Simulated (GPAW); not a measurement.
**Screening of a field by 2H-VSeTe monolayer**

Aim: the dipole that a field along the normal induces in 2H-VSeTe monolayer.

Method: GPAW, PAW setups; layer in a repeated cell with vacuum, relaxation of atoms and in-plane cell, in the first sound run; inputs show where later runs differ, in GPAW 26.7.0.

### Step 1. The structure

The cell holds 3 atoms: 1 Te, 1 V and 1 Se. Cell: a = 3.465 Å, b = 3.465 Å, c = 21.582 Å, α = 90.0°, β = 90.0°, γ = 120.0°. Vacuum lies along c.

### Step 2. Relaxation

Forces are removed first; all later runs use this geometry.

run.py

```python
import json
import numpy as np
from ase import Atoms
from ase.filters import FrechetCellFilter
from ase.optimize import BFGS
from gpaw import GPAW, PW

slab = Atoms(
    ['Te', 'V', 'Se'],
    positions=[
        [-0.00000, 2.00052, 9.00000],
        [0.00000, 0.00000, 10.92605],
        [-0.00000, 2.00052, 12.58205]],
    cell=[[3.465, 0.0, 0.0], [-1.7325, 3.00078, 0.0], [0.0, 0.0, 21.582]],
    pbc=[True, True, True],
    magmoms=[0.0, 1.0, 0.0])

slab.calc = GPAW(mode=PW(600), xc='PBE', kpts={'size': (9, 9, 1), 'gamma': True},
                 occupations={'name': 'fermi-dirac', 'width': 0.05}, nbands='160%',
                 convergence={'density': 1e-05}, maxiter=200,
                 symmetry={'tolerance': 1e-3}, txt='slab.txt')
result = {}
# The in-plane cell is free; stress needs a cell that repeats along all three vectors
path = []
opt = BFGS(FrechetCellFilter(slab, mask=[1, 1, 0, 0, 0, 1]), maxstep=0.2)
opt.attach(lambda: path.append((slab.get_potential_energy(), slab.positions.tolist(), slab.get_forces().tolist())))
result['relaxed'] = bool(opt.run(fmax=0.02, steps=45))
result['path'] = path
result['cell'] = slab.cell.tolist()
print('in-plane lattice', slab.cell.cellpar().round(4)[[0, 1, 5]])
energy = slab.get_potential_energy()
fermi = slab.calc.get_fermi_level()
v = slab.calc.get_electrostatic_potential().mean((0, 1)) - fermi
n = slab.calc.get_pseudo_density().mean((0, 1))
L = slab.cell[2, 2]
z = np.arange(len(v)) * L / len(v)
low, high = slab.positions[:, 2].min(), slab.positions[:, 2].max()
below, above = np.interp([low - 6.8, high + 6.8], z, v)
slopes = [np.interp(x, z, np.gradient(v, z)) for x in (low - 6.8, high + 6.8)]
eps = np.array([[slab.calc.get_eigenvalues(k, s) for k in range(len(slab.calc.get_ibz_k_points()))]
                for s in range(slab.calc.get_number_of_spins())]) - fermi
top, bottom = eps[eps < 0].max(), eps[eps > 0].min()
dipole = slab.get_dipole_moment()[2]
print(f'energy {energy:.4f} eV, Fermi level {fermi:.4f} eV, dipole {dipole:.5f} e A')
print(f'potential 6.8 A off the faces, from the Fermi level: lower {below:.4f} eV, upper {above:.4f} eV')
print(f'slope of the potential there: lower {slopes[0]:.5f}, upper {slopes[1]:.5f} eV/A')
print(f'nearest levels on the mesh: {top:.4f} and {bottom:.4f} eV')
print('magnetic moment', round(slab.get_magnetic_moment(), 3))
result.update(energy=energy, fermi=fermi, dipole=dipole, below=below, above=above, slopes=slopes, edges=[top, bottom],
              z=z.tolist(), v=v.tolist(), n=n.tolist(), positions=slab.positions.tolist(),
              forces=slab.get_forces(apply_constraint=False).tolist(), moments=slab.get_magnetic_moments().tolist())
json.dump(result, open('result.json', 'w'))
```

The run is started by

```
OMP_NUM_THREADS=1 OPENBLAS_NUM_THREADS=1 python run.py
```

Output:

```text
Step          Energy          fmax
BFGS:    0      -16.574267        1.461825
BFGS:    1      -16.620207        1.217644
BFGS:    2      -16.714444        0.470186
BFGS:    3      -16.720491        0.252603
BFGS:    4      -16.724324        0.167555
BFGS:    5      -16.727784        0.115669
BFGS:    6      -16.728802        0.128071
BFGS:    7      -16.730018        0.084307
BFGS:    8      -16.730620        0.049651
BFGS:    9      -16.730788        0.011980
in-plane lattice [  3.4742   3.4742 120.    ]
energy -16.7285 eV, Fermi level -1.4747 eV, dipole -0.03792 e A
potential 6.8 A off the faces, from the Fermi level: lower 5.0005 eV, upper 5.1409 eV
slope of the potential there: lower -0.03017, upper -0.03029 eV/A
nearest levels on the mesh: -0.0469 and 0.0898 eV
magnetic moment 0.974
```

It took 8.4 min on 1 thread of Intel Xeon at 2.60GHz (Ice Lake), shared host; peak memory 0.46 GiB.

This step gave:

* dipole along the normal: -0.03792 e·Å
* levels nearest the Fermi level on the mesh: -0.04689, 0.08980 eV from the Fermi level
* site moments: -0.06715, 0.9300, -0.02834 μB
* sum of the site moments: 0.8345 μB

Table of electrostatic potential energy of an electron (without an applied field's), less the Fermi level, planar mean by z:

z (Å), electrostatic potential energy of an electron (without an applied field's), less the Fermi level, planar mean (eV) and a bar from the least value:
```
        0        5.1 ##############################
        1        5.0 ##############################
        2        5.0 ##############################
        3        5.0 ##############################
        4        4.9 ##############################
        5        4.9 ##############################
        6        4.9 ##############################
        7        4.7 #############################
        8        1.7 ##########################
        9      -20.6 
       10       -3.4 ####################
       11      -11.8 ##########
       12       -8.4 ##############
       13       -3.7 ####################
       14        4.8 ##############################
       15        5.2 ##############################
       16        5.2 ##############################
       17        5.2 ##############################
       18        5.2 ##############################
       19        5.1 ##############################
       20        5.1 ##############################
       21        5.1 ##############################
```

The pseudo valence density, planar mean oscillates, so the rows of the table below give means over windows of 1 Å about each position, cut where the curve ends. Its maxima inside the range that stand out by 2 % of the span (Å: e/Å³): 8.6: 0.307, 9.7: 0.364, 10.9: 1.40, 12.8: 0.344. Its minima: 9.2: 0.111, 10.2: 0.307, 12.4: 0.203.

Pseudo valence density, planar mean against z; means over each step:

| z (Å) | pseudo valence density, planar mean (e/Å³) |
| --- | --- |
| 5 | 4.2e-5 |
| 6 | 7.0e-4 |
| 7 | 0.0117 |
| 8 | 0.140 |
| 9 | 0.216 |
| 10 | 0.359 |
| 11 | 1.01 |
| 12 | 0.373 |
| 13 | 0.249 |
| 14 | 0.0346 |
| 15 | 0.00171 |
| 16 | 9.3e-5 |

Site moment by atom:

```
atom  site moment (μB)
 Te1            -0.067
  V2             0.930
 Se3            -0.028
```

The relaxation lowered the energy of the cell by 0.157 eV (energies extrapolated to zero smearing; the optimiser's log prints free energies). The largest force left on a free atom is 0.012 eV/Å.

### Step 3. Plane waves, PBE

With the geometry fixed, the planar mean of the potential gives the vacuum level on each side.

This step: GPAW, PAW setups; slab in vacuum (GPAW 26.7.0).

The cell differs from the one that the last finished run ended in (c 21.582 → 21.339 Å).

Edit run.py of step 2 so:

```diff
@@ -3,4 +3,2 @@
 from ase import Atoms
-from ase.filters import FrechetCellFilter
-from ase.optimize import BFGS
 from gpaw import GPAW, PW
@@ -10,22 +8,15 @@
     positions=[
-        [-0.00000, 2.00052, 9.00000],
-        [0.00000, 0.00000, 10.92605],
-        [-0.00000, 2.00052, 12.58205]],
-    cell=[[3.465, 0.0, 0.0], [-1.7325, 3.00078, 0.0], [0.0, 0.0, 21.582]],
-    pbc=[True, True, True],
+        [0.00000, 2.00586, 9.00000],
+        [-0.00000, -0.00000, 10.83901],
+        [0.00000, 2.00586, 12.33867]],
+    cell=[[3.47424, 0.0, 0.0], [-1.73712, 3.00878, 0.0], [0.0, 0.0, 21.3387]],
+    pbc=[True, True, False],
     magmoms=[0.0, 1.0, 0.0])
 
-slab.calc = GPAW(mode=PW(600), xc='PBE', kpts={'size': (9, 9, 1), 'gamma': True},
+slab.calc = GPAW(mode=PW(400), xc='PBE', kpts={'size': (9, 9, 1), 'gamma': True},
                  occupations={'name': 'fermi-dirac', 'width': 0.05}, nbands='160%',
                  convergence={'density': 1e-05}, maxiter=200,
+                 poissonsolver={'dipolelayer': 'xy'},
                  symmetry={'tolerance': 1e-3}, txt='slab.txt')
 result = {}
-# The in-plane cell is free; stress needs a cell that repeats along all three vectors
-path = []
-opt = BFGS(FrechetCellFilter(slab, mask=[1, 1, 0, 0, 0, 1]), maxstep=0.2)
-opt.attach(lambda: path.append((slab.get_potential_energy(), slab.positions.tolist(), slab.get_forces().tolist())))
-result['relaxed'] = bool(opt.run(fmax=0.02, steps=45))
-result['path'] = path
-result['cell'] = slab.cell.tolist()
-print('in-plane lattice', slab.cell.cellpar().round(4)[[0, 1, 5]])
 energy = slab.get_potential_energy()
```

Output:

```text
energy -16.6900 eV, Fermi level -1.4350 eV, dipole -0.02773 e A
potential 6.8 A off the faces, from the Fermi level: lower 4.8352 eV, upper 5.3118 eV
slope of the potential there: lower 0.00006, upper -0.00004 eV/A
nearest levels on the mesh: -0.0445 and 0.0880 eV
magnetic moment 0.973
```

Wall time 46 s (1 thread); peak memory 0.25 GiB.

Numbers from this step:

| Property | Result |
| --- | --- |
| dipole along the normal | -0.02773 e·Å |
| levels nearest the Fermi level on the mesh | -0.04449, 0.08805 eV from the Fermi level |
| upper work function | 5.312 eV |
| lower work function | 4.835 eV |
| site moments | -0.06691, 0.9277, -0.02811 μB |
| sum of the site moments | 0.8327 μB |

Table of electrostatic potential energy of an electron (without an applied field's), less the Fermi level, planar mean by z:

```csv
z (Å),"electrostatic potential energy of an electron (without an applied field's), less the Fermi level, planar mean (eV)"
0.0,5.07
0.5,4.84
1.0,4.84
1.5,4.84
2.0,4.84
2.5,4.84
3.0,4.84
3.5,4.84
4.0,4.84
4.5,4.84
5.0,4.83
5.5,4.83
6.0,4.82
6.5,4.77
7.0,4.57
7.5,3.78
8.0,0.686
8.5,-9.62
9.0,-21.4
9.5,-10.2
10.0,-3.11
10.5,-8.34
11.0,-11.0
11.5,-4.95
12.0,-11.3
12.5,-15.5
13.0,-1.34
13.5,3.76
14.0,4.97
14.5,5.23
15.0,5.29
15.5,5.31
16.0,5.31
16.5,5.31
17.0,5.31
17.5,5.31
18.0,5.31
18.5,5.31
19.0,5.31
19.5,5.31
20.0,5.31
20.5,5.31
21.0,5.28
```

Table of pseudo valence density, planar mean by z:

z (Å), pseudo valence density, planar mean (e/Å³) and a bar:
```
      5.0       0.00 
      5.5       0.00 
      6.0       0.00 
      6.5       0.00 
      7.0       0.01 
      7.5       0.05 #
      8.0       0.16 ####
      8.5       0.30 #######
      9.0       0.12 ###
      9.5       0.34 #########
     10.0       0.31 ########
     10.5       0.80 ####################
     11.0       1.21 ##############################
     11.5       0.43 ###########
     12.0       0.39 ##########
     12.5       0.27 #######
     13.0       0.26 ######
     13.5       0.08 ##
     14.0       0.02 
     14.5       0.00 
     15.0       0.00 
     15.5       0.00 
     16.0       0.00
```

The potential is flat to 6.1e-5 eV/Å where it is read, so the vacuum is wide enough.

### Step 4. In a field

A uniform field along the normal polarises the slab; the atoms stay fixed, so this is the electronic response alone.

Edit run.py of step 3 so:

```diff
@@ -4,2 +4,3 @@
 from gpaw import GPAW, PW
+from gpaw.external import ConstantElectricField
 
@@ -19,2 +20,3 @@
                  poissonsolver={'dipolelayer': 'xy'},
+                 external=ConstantElectricField(-0.2, [0, 0, 1]),
                  symmetry={'tolerance': 1e-3}, txt='slab.txt')
```

Output:

```text
energy -16.7024 eV, Fermi level -1.4285 eV, dipole -0.09512 e A
potential 6.8 A off the faces, from the Fermi level: lower 4.2378 eV, upper 5.8842 eV
slope of the potential there: lower 0.00007, upper -0.00003 eV/A
nearest levels on the mesh: -0.0545 and 0.0936 eV
magnetic moment 0.976
```

Wall time 2.5 min (1 thread); peak memory 0.36 GiB.

This step gave:

- dipole along the normal: -0.09512 e·Å
- levels nearest the Fermi level on the mesh: -0.05451, 0.09363 eV from the Fermi level
- site moments: -0.06754, 0.9318, -0.02875 μB
- sum of the site moments: 0.8355 μB
- potential below the slab, the applied field's own ramp left out: 4.238 eV from the Fermi level
- potential above the slab, the applied field's own ramp left out: 5.884 eV from the Fermi level

Table of electrostatic potential energy of an electron (without an applied field's), less the Fermi level, planar mean by z:

```csv
z (Å),"electrostatic potential energy of an electron (without an applied field's), less the Fermi level, planar mean (eV)"
0.0,5.06
0.5,4.24
1.0,4.24
1.5,4.24
2.0,4.24
2.5,4.24
3.0,4.24
3.5,4.24
4.0,4.24
4.5,4.24
5.0,4.24
5.5,4.23
6.0,4.22
6.5,4.18
7.0,4.00
7.5,3.23
8.0,0.194
8.5,-10.0
9.0,-21.7
9.5,-10.4
10.0,-3.23
10.5,-8.36
11.0,-11.0
11.5,-4.78
12.0,-11.0
12.5,-15.1
13.0,-0.890
13.5,4.28
14.0,5.52
14.5,5.80
15.0,5.86
15.5,5.88
16.0,5.88
16.5,5.88
17.0,5.88
17.5,5.88
18.0,5.88
18.5,5.88
19.0,5.88
19.5,5.88
20.0,5.88
20.5,5.88
21.0,5.77
```

The dipole is now -0.0951 e Å, against -0.028 in the run without a field.

### Step 5. Field on

Edit run.py of step 4 so:

```diff
@@ -20,3 +20,3 @@
                  poissonsolver={'dipolelayer': 'xy'},
-                 external=ConstantElectricField(-0.2, [0, 0, 1]),
+                 external=ConstantElectricField(-0.1, [0, 0, 1]),
                  symmetry={'tolerance': 1e-3}, txt='slab.txt')
```

Output:

```text
energy -16.6945 eV, Fermi level -1.4312 eV, dipole -0.06133 e A
potential 6.8 A off the faces, from the Fermi level: lower 4.5357 eV, upper 5.5974 eV
slope of the potential there: lower 0.00006, upper -0.00003 eV/A
nearest levels on the mesh: -0.0495 and 0.0908 eV
magnetic moment 0.975
```

It took 2.5 min on 1 thread; peak memory 0.36 GiB.

This step gave:

```yaml
dipole_along_the_normal: -0.06133 e·Å
levels_nearest_the_fermi_level_on_the_mesh: -0.04946, 0.09077 eV from the Fermi level
site_moments: -0.06723, 0.9298, -0.02843 μB
sum_of_the_site_moments: 0.8341 μB
potential_below_the_slab_the_applied_field_s_own_ramp_left_out: 4.536 eV from the Fermi level
potential_above_the_slab_the_applied_field_s_own_ramp_left_out: 5.597 eV from the Fermi level
```

Table of electrostatic potential energy of an electron (without an applied field's), less the Fermi level, planar mean by z:

z (Å), electrostatic potential energy of an electron (without an applied field's), less the Fermi level, planar mean (eV) and a bar from the least value:
```
        0        5.1 #############################
        1        4.5 #############################
        2        4.5 #############################
        3        4.5 #############################
        4        4.5 #############################
        5        4.5 #############################
        6        4.5 #############################
        7        4.3 #############################
        8        0.4 ########################
        9      -21.6 
       10       -3.2 ####################
       11      -11.0 ############
       12      -11.2 ###########
       13       -1.1 #######################
       14        5.2 ##############################
       15        5.6 ##############################
       16        5.6 ##############################
       17        5.6 ##############################
       18        5.6 ##############################
       19        5.6 ##############################
       20        5.6 ##############################
       21        5.5 ##############################
```

The dipole is now -0.0613 e Å, against -0.028 in the run without a field.

### Step 6. In a field

Edit run.py of step 5 so:

```diff
@@ -20,3 +20,3 @@
                  poissonsolver={'dipolelayer': 'xy'},
-                 external=ConstantElectricField(-0.1, [0, 0, 1]),
+                 external=ConstantElectricField(-0.05, [0, 0, 1]),
                  symmetry={'tolerance': 1e-3}, txt='slab.txt')
```

Output:

```text
energy -16.6918 eV, Fermi level -1.4330 eV, dipole -0.04444 e A
potential 6.8 A off the faces, from the Fermi level: lower 4.6853 eV, upper 5.4545 eV
slope of the potential there: lower 0.00006, upper -0.00003 eV/A
nearest levels on the mesh: -0.0470 and 0.0893 eV
magnetic moment 0.974
```

It took 2.5 min on 1 thread; peak memory 0.36 GiB.

Electrostatic potential energy of an electron (without an applied field's), less the Fermi level, planar mean against z:

| z (Å) | electrostatic potential energy of an electron (without an applied field's), less the Fermi level, planar mean (eV) |
| --- | --- |
| 0.0 | 5.07 |
| 0.5 | 4.69 |
| 1.0 | 4.69 |
| 1.5 | 4.69 |
| 2.0 | 4.69 |
| 2.5 | 4.69 |
| 3.0 | 4.69 |
| 3.5 | 4.69 |
| 4.0 | 4.69 |
| 4.5 | 4.69 |
| 5.0 | 4.68 |
| 5.5 | 4.68 |
| 6.0 | 4.67 |
| 6.5 | 4.62 |
| 7.0 | 4.43 |
| 7.5 | 3.64 |
| 8.0 | 0.563 |
| 8.5 | -9.72 |
| 9.0 | -21.5 |
| 9.5 | -10.3 |
| 10.0 | -3.14 |
| 10.5 | -8.35 |
| 11.0 | -11.0 |
| 11.5 | -4.91 |
| 12.0 | -11.2 |
| 12.5 | -15.4 |
| 13.0 | -1.23 |
| 13.5 | 3.89 |
| 14.0 | 5.11 |
| 14.5 | 5.38 |
| 15.0 | 5.44 |
| 15.5 | 5.45 |
| 16.0 | 5.45 |
| 16.5 | 5.45 |
| 17.0 | 5.45 |
| 17.5 | 5.45 |
| 18.0 | 5.45 |
| 18.5 | 5.45 |
| 19.0 | 5.45 |
| 19.5 | 5.45 |
| 20.0 | 5.45 |
| 20.5 | 5.45 |
| 21.0 | 5.40 |

### Step 7. In a field

Edit run.py of step 6 so:

```diff
@@ -20,3 +20,3 @@
                  poissonsolver={'dipolelayer': 'xy'},
-                 external=ConstantElectricField(-0.05, [0, 0, 1]),
+                 external=ConstantElectricField(0.05, [0, 0, 1]),
                  symmetry={'tolerance': 1e-3}, txt='slab.txt')
```

Output:

```text
energy -16.6890 eV, Fermi level -1.4372 eV, dipole -0.01064 e A
potential 6.8 A off the faces, from the Fermi level: lower 4.9856 eV, upper 5.1696 eV
slope of the potential there: lower 0.00006, upper -0.00004 eV/A
nearest levels on the mesh: -0.0420 and 0.0863 eV
magnetic moment 0.972
```

Elapsed: 2.5 min, on 1 thread; peak memory 0.36 GiB.

### Step 8. In a field

Edit run.py of step 7 so:

```diff
@@ -20,3 +20,3 @@
                  poissonsolver={'dipolelayer': 'xy'},
-                 external=ConstantElectricField(0.05, [0, 0, 1]),
+                 external=ConstantElectricField(0.1, [0, 0, 1]),
                  symmetry={'tolerance': 1e-3}, txt='slab.txt')
```

Output:

```text
energy -16.6888 eV, Fermi level -1.4397 eV, dipole 0.00627 e A
potential 6.8 A off the faces, from the Fermi level: lower 5.1363 eV, upper 5.0277 eV
slope of the potential there: lower 0.00006, upper -0.00004 eV/A
nearest levels on the mesh: -0.0395 and 0.0848 eV
magnetic moment 0.971
```

It took 2.5 min on 1 thread; peak memory 0.36 GiB.

The dipole is now 0.00627 e Å, against -0.028 in the run without a field.

[end of part 1 of 2]

[Logs are printed without paths, hosts, clocks, repeated set-up lines and the standing remarks that a program may print on its own settings, such as how far it seeks lower states.]

[Hosts, paths, dates, database ids (printed as entryN), source tags and the programs' standing remarks are cut or masked in the printed files.]
